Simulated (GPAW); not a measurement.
# How W absorbs and reflects light

Aim: the dielectric function of W, and the optical constants that follow from it.

Main program and level: GPAW 26.7.0; DFT, LDA, plane-wave PAW (GPAW data sets), scalar-relativistic, RPA, optical limit.

## Step 1: The structure

It takes space group Im-3m (No. 229, cubic). Conventional cell: a = 3.165 Å, b = 3.165 Å, c = 3.165 Å, α = 90.00°, β = 90.00°, γ = 90.00°. W has 8 W at 2.74 Å nearest.

## Step 2: Ground state

The self-consistent density comes first; it also tells whether there is a gap, which decides the occupations and the need for a Drude term.

This step: DFT, LDA, plane-wave PAW (GPAW data sets), scalar-relativistic, ground state (GPAW 26.7.0).

The input, gs.py:

```python
from ase import Atoms
from ase.dft.bandgap import bandgap
from gpaw import GPAW, PW, FermiDirac

atoms = Atoms(['W'],
              cell=[[-1.582345000000, 1.582345000000, 1.582345000000],
                    [1.582345000000, -1.582345000000, 1.582345000000],
                    [1.582345000000, 1.582345000000, -1.582345000000]],
              scaled_positions=[[0.000000000000, 0.000000000000, 0.000000000000]],
              pbc=[True, True, True])
atoms.calc = GPAW(mode=PW(500), xc='LDA', kpts={'size': (10, 10, 10), 'gamma': True},
                  occupations=FermiDirac(0.05), maxiter=150, txt='gs.txt')
print('energy (eV)', atoms.get_potential_energy())
print('Fermi level (eV)', atoms.calc.get_fermi_level())
print('valence electrons', atoms.calc.get_number_of_electrons())
print('gap (eV)', bandgap(atoms.calc, output=None)[0])
print('direct gap (eV)', bandgap(atoms.calc, direct=True, output=None)[0])
atoms.calc.write('gs.gpw')
```

The run is started by

```console
> OMP_NUM_THREADS=1 python gs.py
```

Numbers of over 12 decimals in the logs are rounded to 6 here.

Output:

```text
__  _  _
 | _ |_)|_||  |
 |__||  | ||/\| - 26.7.0

Versions:
  Python: 3.12.14
  ASE:    3.29.0
  Numpy:  2.5.5
  Scipy:  1.18.1
  Libxc:  7.0.0

Input parameters:
  mode=PW(ecut=500.0),
  kpts=MonkhorstPack(size=(10, 10, 10), gamma=True),
  maxiter=150,
  occupations=Occupations(name='fermi-dirac', width=0.05, fixmagmom=False),
  xc=XC(name='LDA')

Diagonalizing LCAO Hamiltonian
Converting LCAO to pw mode

       W

Atoms  # Å, Bohr magnetons
|   | symbol |        x |        y |        z |    initial magnetic moments |
| 0 |      W | 0.000000 | 0.000000 | 0.000000 | ( 0.0000,  0.0000,  0.0000) |

Unit cell  # Å
| periodic |         x |         y |         z |  lengths |     angles |
|      yes | -1.582345 |  1.582345 |  1.582345 | 2.740702 | 109.471221 |
|      yes |  1.582345 | -1.582345 |  1.582345 | 2.740702 | 109.471221 |
|      yes |  1.582345 |  1.582345 | -1.582345 | 2.740702 | 109.471221 |

Number of symmetries: 48
Symmetry operations  # r_c * U_cc + t_c -> r_c
|    | kind |            matrix            |
|  0 |  σ   |  1, 1, 1,  0, 0,-1,  0,-1, 0 |
|  1 |  C4  |  1, 1, 1,  0, 0,-1, -1, 0, 0 |
|  2 |  C2  |  1, 1, 1,  0,-1, 0,  0, 0,-1 |
|  3 |  S6  |  1, 1, 1,  0,-1, 0, -1, 0, 0 |
|  4 |  S6  |  1, 1, 1, -1, 0, 0,  0, 0,-1 |
|  5 |  C4  |  1, 1, 1, -1, 0, 0,  0,-1, 0 |
|  6 |  E   |  1, 0, 0,  0, 1, 0,  0, 0, 1 |
|  7 |  σ   |  1, 0, 0,  0, 1, 0, -1,-1,-1 |
|  8 |  σ   |  1, 0, 0,  0, 0, 1,  0, 1, 0 |
|  9 |  C3  |  1, 0, 0,  0, 0, 1, -1,-1,-1 |
| 10 |  C3  |  1, 0, 0, -1,-1,-1,  0, 1, 0 |
| 11 |  σ   |  1, 0, 0, -1,-1,-1,  0, 0, 1 |
| 12 |  σ   |  0, 1, 0,  1, 0, 0,  0, 0, 1 |
| 13 |  C2  |  0, 1, 0,  1, 0, 0, -1,-1,-1 |
| 14 |  C3  |  0, 1, 0,  0, 0, 1,  1, 0, 0 |
| 15 |  S4  |  0, 1, 0,  0, 0, 1, -1,-1,-1 |
| 16 |  S4  |  0, 1, 0, -1,-1,-1,  1, 0, 0 |
| 17 |  C3  |  0, 1, 0, -1,-1,-1,  0, 0, 1 |
| 18 |  C3  |  0, 0, 1,  1, 0, 0,  0, 1, 0 |
| 19 |  S4  |  0, 0, 1,  1, 0, 0, -1,-1,-1 |
| 20 |  σ   |  0, 0, 1,  0, 1, 0,  1, 0, 0 |
| 21 |  C3  |  0, 0, 1,  0, 1, 0, -1,-1,-1 |
| 22 |  C2  |  0, 0, 1, -1,-1,-1,  1, 0, 0 |
| 23 |  S4  |  0, 0, 1, -1,-1,-1,  0, 1, 0 |
| 24 |  C4  |  0, 0,-1,  1, 1, 1,  0,-1, 0 |
| 25 |  σ   |  0, 0,-1,  1, 1, 1, -1, 0, 0 |
| 26 |  S6  |  0, 0,-1,  0,-1, 0,  1, 1, 1 |
| 27 |  C2  |  0, 0,-1,  0,-1, 0, -1, 0, 0 |
| 28 |  C4  |  0, 0,-1, -1, 0, 0,  1, 1, 1 |
| 29 |  S6  |  0, 0,-1, -1, 0, 0,  0,-1, 0 |
| 30 |  S6  |  0,-1, 0,  1, 1, 1,  0, 0,-1 |
| 31 |  C4  |  0,-1, 0,  1, 1, 1, -1, 0, 0 |
| 32 |  C4  |  0,-1, 0,  0, 0,-1,  1, 1, 1 |
| 33 |  S6  |  0,-1, 0,  0, 0,-1, -1, 0, 0 |
| 34 |  σ   |  0,-1, 0, -1, 0, 0,  1, 1, 1 |
| 35 |  C2  |  0,-1, 0, -1, 0, 0,  0, 0,-1 |
| 36 |  C2  | -1, 0, 0,  1, 1, 1,  0, 0,-1 |
| 37 |  S6  | -1, 0, 0,  1, 1, 1,  0,-1, 0 |
| 38 |  S6  | -1, 0, 0,  0, 0,-1,  1, 1, 1 |
| 39 |  C2  | -1, 0, 0,  0, 0,-1,  0,-1, 0 |
| 40 |  C2  | -1, 0, 0,  0,-1, 0,  1, 1, 1 |
| 41 |  i   | -1, 0, 0,  0,-1, 0,  0, 0,-1 |
| 42 |  S4  | -1,-1,-1,  1, 0, 0,  0, 1, 0 |
| 43 |  C3  | -1,-1,-1,  1, 0, 0,  0, 0, 1 |
| 44 |  C3  | -1,-1,-1,  0, 1, 0,  1, 0, 0 |
| 45 |  σ   | -1,-1,-1,  0, 1, 0,  0, 0, 1 |
| 46 |  S4  | -1,-1,-1,  0, 0, 1,  1, 0, 0 |
| 47 |  C2  | -1,-1,-1,  0, 0, 1,  0, 1, 0 |

BZ-sampling:
  Number of BZ points: 1000
  Number of IBZ points: 47

  Monkhorst-Pack size: [10, 10, 10]
  Monkhorst-Pack shift: [0.05, 0.05, 0.05]

K-points  # in reciprocal-cell coordinates
|     |                                coordinates |     weight |
|   0 | (  0.00000000,   0.00000000,   0.00000000) | 0.00100000 |
|   1 | (  0.10000000,   0.00000000,   0.00000000) | 0.01200000 |
|   2 | (  0.10000000,   0.10000000,  -0.10000000) | 0.00600000 |
|   3 | (  0.20000000,   0.00000000,  -0.10000000) | 0.02400000 |
|   4 | (  0.20000000,   0.00000000,   0.00000000) | 0.01200000 |
|   5 | (  0.20000000,   0.10000000,  -0.10000000) | 0.02400000 |
|   6 | (  0.20000000,   0.20000000,  -0.20000000) | 0.00600000 |
|   7 | (  0.30000000,  -0.10000000,  -0.10000000) | 0.00800000 |
|   8 | (  0.30000000,   0.00000000,  -0.10000000) | 0.04800000 |
|   9 | (  0.30000000,   0.00000000,   0.00000000) | 0.01200000 |
| ... |                                            |            |
|  46 | (  0.50000000,   0.50000000,   0.50000000) | 0.00100000 |

Plane wave coefficients: 418
Cutoff: 500.0 eV

Spin-components: 1 (collinear spins)
Bands:           13
Projectors:      6
Spin-degeneracy: 2
Datatype:        complex128

Parallelization:
  kpt:    1
  domain: 1
  band:   1

Density:
  Valence electrons: 14.0
  Components: 1
  Grid points: [15 15 15]
  Charge: 0.0  # |e|

Potential:
  Grid points: [15 15 15]

species:
  W:
    name:    Tungsten
    id:
    Z:       74.0
    valence: 14
    core:    60
    charge:  0.0  # [|e|]
    compensation charges:
      type: gauss
      rc: 0.40  # [Å]
      lmax: 2
    cutoffs:
      filter: 2.36  # [Å]
      core: 3.02  # [Å]
    projectors
    | kind |    occ | energy [eV] | rcut [Å] |
    |   5s |  2.000 |     -79.053 |    1.344 |
    |   6s |  2.000 |      -5.886 |    1.344 |
    |   5p |  6.000 |     -43.417 |    1.355 |
    |   6p |  0.000 |      -1.469 |    1.355 |
    |   5d |  4.000 |      -4.693 |    1.228 |
    |    d |        |      22.518 |    1.228 |

    Using partial waves for W as LCAO basis

Reference energy: -438516.106214  # eV

eigensolver:
  PPCG
  Converge bands: occupied
  niter=2

density mixing:
  MSR1-Mixer
  Pratt-step length: 0.05
  Maximum mixing coefficient: 0.75
  Old densities: 10
  SVD Regularization: 0.005
  Good broyden scale: 1.0
  Trust region scale: 1.0
  Backstep threshold: 4.0
  History deletion threshold: 6.0
  Fourier metric: weight=20.0, sigma=0.015

occupation numbers:
  Fermi-Dirac:
    width: 0.0500  # eV

poisson solver:
  ecut: 4000.0  # eV

xc functional:
  name: None

convergence criteria:
- Maximum [total energy] change in last 3 cyles: 0.0005 eV / valence electron
- Maximum integral of absolute [dens]ity change: 0.0001 electrons / valence electron
- Maximum integral of absolute [eigenst]ate change: 4e-08 eV^2 / valence electron
maximum number of iterations: 150

SCF iterations
|iter     |      energy | eigst |  dens |
|iter:   1||  -13.054844 | -0.09 |       |
|iter:   2||  -13.012387 | -2.83 | -1.24 |
|iter:   3||  -12.787405 | -1.78 | -1.27 |
|iter:   4||  -12.787654 | -3.68 | -1.98 |
|iter:   5||  -12.788138c| -4.81 | -2.33 |
|iter:   6||  -12.788140c| -6.94 | -3.83 |
|iter:   7||  -12.788140c| -8.28c| -4.18c|

Converged in 7 steps
SCF loop duration: 5.806 s (0.829 s/step)
Energy contributions relative to reference atoms: (reference = -438516.106214)

Energy contributions:
  Kinetic:           4.706904
  Coulomb:          -6.498814
  Zero:             -0.057416
  External:          0.000000
  Xc:              -10.936675
  Entropy:          -0.004277
  Spinorbit:         0.000000
  ----------------------------
  Free energy:     -12.790279
  Extrapolated:    -12.788140

dipole moment: (-5.918688, -5.918688, -5.918688)  # |e|*Ang

Fermi level: 14.388
Eigenvalues  # (at kpt = [0.000, 0.000, 0.000])
| band index |      eig [eV] | occ [0-2] |
|          0 |       -59.697 |     2.000 |
|          1 |       -23.507 |     2.000 |
|          2 |       -23.507 |     2.000 |
|          3 |       -23.507 |     2.000 |
|          4 |         4.726 |     2.000 |
|          5 |        13.007 |     2.000 |
|          6 |        13.007 |     2.000 |
|          7 |        13.007 |     2.000 |
|          8 |        16.447 |     0.000 |
|          9 |        16.447 |     0.000 |
|         10 |        41.250 |     0.000 |
|         11 |        41.250 |     0.000 |
|         12 |        44.118 |     0.000 |

No gap
No difference between direct/indirect transitions

--- standard output ---
energy (eV) -12.788140
Fermi level (eV) 14.387878
valence electrons 14.0
gap (eV) 0.0
direct gap (eV) 0.0
```

It took 9 s on 1 thread of Arm Neoverse N1, shared host; peak memory 0.13 GiB.

Read-outs, printed or worked out from the files:

```
energy       : -12.79 eV
Fermi energy : 14.39 eV
electrons    : 14
```

There are states at the Fermi level within the smearing, so the occupations stay smeared and the carriers get a Drude term.

## Step 3: Bands for the response

The response needs many more empty bands than the density does.

This step: DFT, LDA, plane-wave PAW (GPAW data sets), scalar-relativistic, bands at fixed density (GPAW 26.7.0).

The input, nscf.py:

```python
from ase.dft.bandgap import bandgap
from gpaw import GPAW, FermiDirac

calc = GPAW('gs.gpw').fixed_density(kpts={'size': (15, 15, 15), 'gamma': True}, nbands=24, convergence={'bands': 18},
                                    occupations=FermiDirac(0.05), txt='nscf.txt')
print('gap (eV)', bandgap(calc, output=None)[0])
print('direct gap (eV)', bandgap(calc, direct=True, output=None)[0])
print('top band over the Fermi level (eV)', min(calc.get_eigenvalues(kpt=k)[17] for k in range(len(calc.get_ibz_k_points()))) - calc.get_fermi_level())
calc.write('full.gpw', mode='all')
```

The run is started by

```console
> OMP_NUM_THREADS=1 python nscf.py
```

Output:

```text
Diagonalizing LCAO Hamiltonian
Converting LCAO to pw mode
convergence criteria:
- Maximum integral of absolute [eigenst]ate change: 4e-08 eV^2 / valence electron
maximum number of iterations: 150

SCF iterations
|iter     |      energy | eigst |  dens |
|iter:   1||             | +2.76 |       |
|iter:   2||             | +0.41 |       |
|iter:   3||             | -2.24 |       |
|iter:   4||             | -4.31 |       |
|iter:   5||             | -6.70 |       |
|iter:   6||             | -7.84c|       |
SCF steps: 6
  __  _  _
 | _ |_)|_||  |
 |__||  | ||/\| - 26.7.0

Versions:
  Python: 3.12.14
  ASE:    3.29.0
  Numpy:  2.5.5
  Scipy:  1.18.1
  Libxc:  7.0.0

Input parameters:
  mode=PW(ecut=500.0),
  convergence={'bands': 18},
  gpts=array([15, 15, 15]),
  kpts=MonkhorstPack(size=(15, 15, 15), gamma=True),
  maxiter=150,
  nbands=24,
  occupations=Occupations(name='fermi-dirac', width=0.05, fixmagmom=False),
  parallel={},
  xc=XC(name='LDA')

--- standard output ---
gap (eV) 0.0
direct gap (eV) 0.0
top band over the Fermi level (eV) 29.031532
```

Run time: 25 s. Hardware: 1 thread; peak memory 0.16 GiB.

## Step 4: Dielectric function, RPA

Local fields let the induced charge screen the field inside the cell, which as a rule lowers ε, most along directions where the density is uneven.

This step: DFT, LDA, plane-wave PAW (GPAW data sets), scalar-relativistic, RPA, optical limit (GPAW 26.7.0).

The input, df.py:

```python
from gpaw.response.df import DielectricFunction

df = DielectricFunction('full.gpw', frequencies={'type': 'nonlinear', 'domega0': 0.03, 'omega2': 8},
                        ecut=50,
                        eta=0.15,
                        nbands=18,
                        rate=0.05,
                        txt='df.txt')
for direction in ['x']:
    df.get_dielectric_function(xc='RPA', direction=direction, filename=f'df_{direction}.csv')
```

The run is started by

```console
> OMP_NUM_THREADS=1 python df.py
```

Output:

```text
Using integrator: PointIntegrator
NonLinearFrequencyDescriptor(from 0.000 to 113.258 eV, 551 points)
Nonperiodic BCs:  [False False False]
Using integrator: PointIntegrator
NonLinearFrequencyDescriptor(from 0.000 to 113.258 eV, 551 points)
Nonperiodic BCs:  [False False False]
Using integrator: PointIntegrator

Calculating chi0 body with:
    Ground state adapter containing:
    Number of spins: 1
    Number of kpoints: 3375
    Number of irreducible kpoints: 120
    Number of completely occupied states: 6
    Number of partially occupied states: 9

    Linear response parametrization:
    q_c: [0.0, 0.0, 0.0]
    Number of frequency points: 551
    Planewave cutoff: 50.0
    Number of bands: 18
    Number of planewaves: 13
    Broadening (eta): 0.15

Integrating chi0 body.

Symmetries of q_c:
    Direct symmetries (Uq -> q): 48
    Indirect symmetries (TUq -> q): 0
In total 48 allowed symmetries.

120 groups of equivalent kpoints. 96.444444% reduction.

Integral kind: spectral function

Calculating chi0 optical extensions with:
    Ground state adapter containing:
    Number of spins: 1
    Number of kpoints: 3375
    Number of irreducible kpoints: 120
    Number of completely occupied states: 6
    Number of partially occupied states: 9

    Linear response parametrization:
    Number of frequency points: 551
    Planewave cutoff: 50.0
    Number of bands: 18
    Number of planewaves: 13
    Broadening (eta): 0.15
Integrating chi0 head and wings.

Symmetries of q_c:
    Direct symmetries (Uq -> q): 48
    Indirect symmetries (TUq -> q): 0
In total 48 allowed symmetries.

120 groups of equivalent kpoints. 96.444444% reduction.

Integral kind: spectral function wings

Calculating drude chi0 with:
    Number of frequency points:551
    Plasma frequency decay rate: 0.05 eV

    Ground state adapter containing:
    Number of spins: 1
    Number of kpoints: 3375
    Number of irreducible kpoints: 120
    Number of completely occupied states: 6
    Number of partially occupied states: 9

Symmetries of q_c:
    Direct symmetries (Uq -> q): 48
    Indirect symmetries (TUq -> q): 0
In total 48 allowed symmetries.

120 groups of equivalent kpoints. 96.444444% reduction.

Integral kind: intraband
Plasma frequency:
[[6.17-0.j 0.  -0.j 0.  -0.j]
 [0.  -0.j 6.17-0.j 0.  +0.j]
 [0.  -0.j 0.  +0.j 6.17-0.j]]
```

Run time: 9.4 s. Hardware: 1 thread; peak memory 0.18 GiB.

Sum at mesh points, not converged in k. The Im ε, E ∥ x by photon energy; read off at these points:

photon energy (eV), Im ε, E ∥ x and a bar:
```
     0.50         88 ##############################
     1.00         16 #####
     1.50         17 #####
     1.91         24 ########
     2.00         24 ########
     2.50         19 ######
     3.00         19 ######
     3.50         18 #####
     4.00         17 #####
     4.50         16 #####
     5.00         23 #######
     5.17         26 ########
     5.50         17 #####
     6.00         10 ###
     6.50          8 ##
     7.00          6 #
     7.50          4 #
     8.00          3 
     8.50          4 #
     9.00          3 
     9.50          4 #
    10.00          4 #
    10.50          4 #
    11.00          4 #
    11.50          4 #
    12.00          2 
    12.50          3 
    13.00          2 
    13.50          2
```

Values under 1 per cm are given as 1; sum at mesh points, not converged in k. Absorption coefficient, E ∥ x against photon energy:

| photon energy (eV) | absorption coefficient, E ∥ x (1/cm) |
| --- | --- |
| 0.492 | 5.3e5 |
| 1.010 | 5.7e5 |
| 1.486 | 3.7e5 |
| 1.985 | 6.3e5 |
| 2.508 | 6.9e5 |
| 3.018 | 8.0e5 |
| 3.510 | 1.0e6 |
| 3.980 | 1.1e6 |
| 4.516 | 1.2e6 |
| 4.981 | 1.6e6 |
| 5.515 | 2.1e6 |
| 6.021 | 2.0e6 |
| 6.494 | 2.1e6 |
| 6.985 | 1.9e6 |
| 7.496 | 1.7e6 |
| 8.026 | 1.6e6 |
| 8.516 | 1.6e6 |
| 9.023 | 1.4e6 |
| 9.483 | 1.5e6 |
| 10.026 | 1.7e6 |
| 10.519 | 1.7e6 |
| 11.029 | 2.0e6 |
| 11.479 | 2.0e6 |
| 12.023 | 2.0e6 |
| 12.504 | 2.2e6 |
| 13.000 | 2.0e6 |
| 13.512 | 2.1e6 |

Sum at mesh points, not converged in k. Im ε, E ∥ x against photon energy; read off at these points:

```
photon energy (eV)  without local fields  with local fields
              0.50                  87.8               87.8
              1.00                  15.7               15.7
              1.50                  17.2               17.2
              1.91                  24.4               24.4
              2.00                  23.6               23.7
              2.50                  18.6               18.6
              3.00                  19.2               19.2
              3.50                  17.8               17.9
              4.00                  17.2               17.2
              4.50                  16.1               16.1
              5.00                  23.1               23.1
              5.17                  25.4               25.6
              5.50                  16.4               16.5
              6.00                  10.1               10.2
              6.50                  7.49               7.57
              7.00                  5.69               5.73
              7.50                  3.92               3.95
              8.00                  3.26               3.30
              8.50                  3.73               3.76
              9.00                  3.40               3.42
              9.50                  3.80               3.85
             10.00                  4.27               4.32
             10.50                  3.88               3.97
             11.00                  3.54               3.64
             11.50                  3.58               3.70
             12.00                  2.30               2.39
             12.50                  3.35               3.46
             13.00                  2.09               2.18
             13.50                  2.23               2.31
```

The loss function −Im 1/ε at q → 0, E ∥ x has structure finer than the step of the table below, so its rows give means over 0.5 eV, whole bins alone (the curve runs from 0.305 to 14.0 eV). Peaks (eV: height): 1.31: 0.0870, 8.89: 0.279, 10.45: 0.254, 11.25: 0.252, 12.26: 0.321, 13.25: 0.343.

Sum at mesh points, not converged in k. Table of loss function −Im 1/ε at q → 0, E ∥ x by energy loss; means over each step:

```csv
energy loss (eV),"loss function −Im 1/ε at q → 0, E ∥ x"
1.0,0.0206
1.5,0.0593
2.0,0.0428
2.5,0.0514
3.0,0.0454
3.5,0.0541
4.0,0.0572
4.5,0.0580
5.0,0.0433
5.5,0.0441
6.0,0.0567
6.5,0.0633
7.0,0.0847
7.5,0.114
8.0,0.163
8.5,0.192
9.0,0.256
9.5,0.241
10.0,0.227
10.5,0.223
11.0,0.211
11.5,0.221
12.0,0.245
12.5,0.249
13.0,0.276
13.5,0.295
```

The reflectivity at normal incidence, E ∥ x has structure finer than the step of the table below, so its rows give means over 0.25 eV, whole bins alone (the curve runs from 0.305 to 14.0 eV). Peaks (eV: height): 1.985: 53.9, 6.548: 67.6, 11.944: 50.5, 12.668: 48.5, 13.686: 48.3.

Sum at mesh points, not converged in k. The reflectivity at normal incidence, E ∥ x by photon energy; means over each step:

```csv
photon energy (eV),"reflectivity at normal incidence, E ∥ x (%)"
0.50,88.3
0.75,88.1
1.00,84.9
1.25,58.8
1.50,46.2
1.75,49.3
2.00,53.3
2.25,49.5
2.50,48.5
2.75,46.4
3.00,48.9
3.25,51.6
3.50,50.2
3.75,47.7
4.00,48.1
4.25,48.4
4.50,47.4
4.75,49.0
5.00,54.5
5.25,62.5
5.50,64.6
5.75,65.3
6.00,64.5
6.25,63.6
6.50,66.6
6.75,64.7
7.00,62.4
7.25,63.0
7.50,59.3
7.75,55.9
8.00,52.3
8.25,46.0
8.50,47.0
8.75,44.1
9.00,35.3
9.25,35.9
9.50,34.5
9.75,34.9
10.00,34.5
10.25,38.5
10.50,34.4
10.75,40.5
11.00,43.4
11.25,38.8
11.50,40.8
11.75,45.4
12.00,47.7
12.25,36.9
12.50,41.2
12.75,47.4
13.00,46.1
13.25,41.0
13.50,43.8
13.75,46.7
```

At chosen wavelengths:

```csv
wavelength (nm),n,k,R (%),1/α
1550,2.23,8.359,88.9,15 nm
800,3.51,2.542,47.6,25 nm
633,3.89,3.120,53.8,16 nm
532,3.53,2.643,48.7,16 nm
405,3.73,2.643,49.2,12 nm
248,3.60,3.213,54.3,6.1 nm
193,1.33,3.166,65.6,4.9 nm
```

A polished face would reflect 50 % of daylight and look light grey (CIE x = 0.324, y = 0.335 under D65).

## Step 5: Results

In words: At this level (LDA, RPA) W is a metal. The mesh is too coarse to trust the carriers' weight, the reflectivity or the colour to better than tens of per cent. A polished face would reflect 50 % of daylight and look light grey (CIE x = 0.324, y = 0.335 under D65). The carriers' damping of 0.05 eV is typed, not computed; it shapes the response at the lowest energies. Spin-orbit coupling is left out although heavy atoms are present. In this version of GPAW the matrix elements of the optical limit are incomplete, which can lower ε − 1 by up to a tenth where first-row anions or d states rule, and shift it by more in d metals. GPAW's carrier term has the form −ωp²/(ω + i·rate)², which damps like twice the rate and fails at low energy, so the curves leave the lowest energies out. The sum runs over mesh points 0.19 Å⁻¹ apart with no interpolation, so peaks are partly noise of the mesh, and the Drude plasma energy, a sum over the Fermi surface, isn't converged.

[Machine, clock and banner lines and Python warnings are left out of the logs.]

[Logs are printed without paths, hosts, clocks, repeated set-up lines and the standing remarks that a program may print on its own settings, such as how far it seeks lower states.]

[Hosts, paths, dates, database ids (printed as entryN), source tags and the programs' standing remarks are cut or masked in the printed files.]
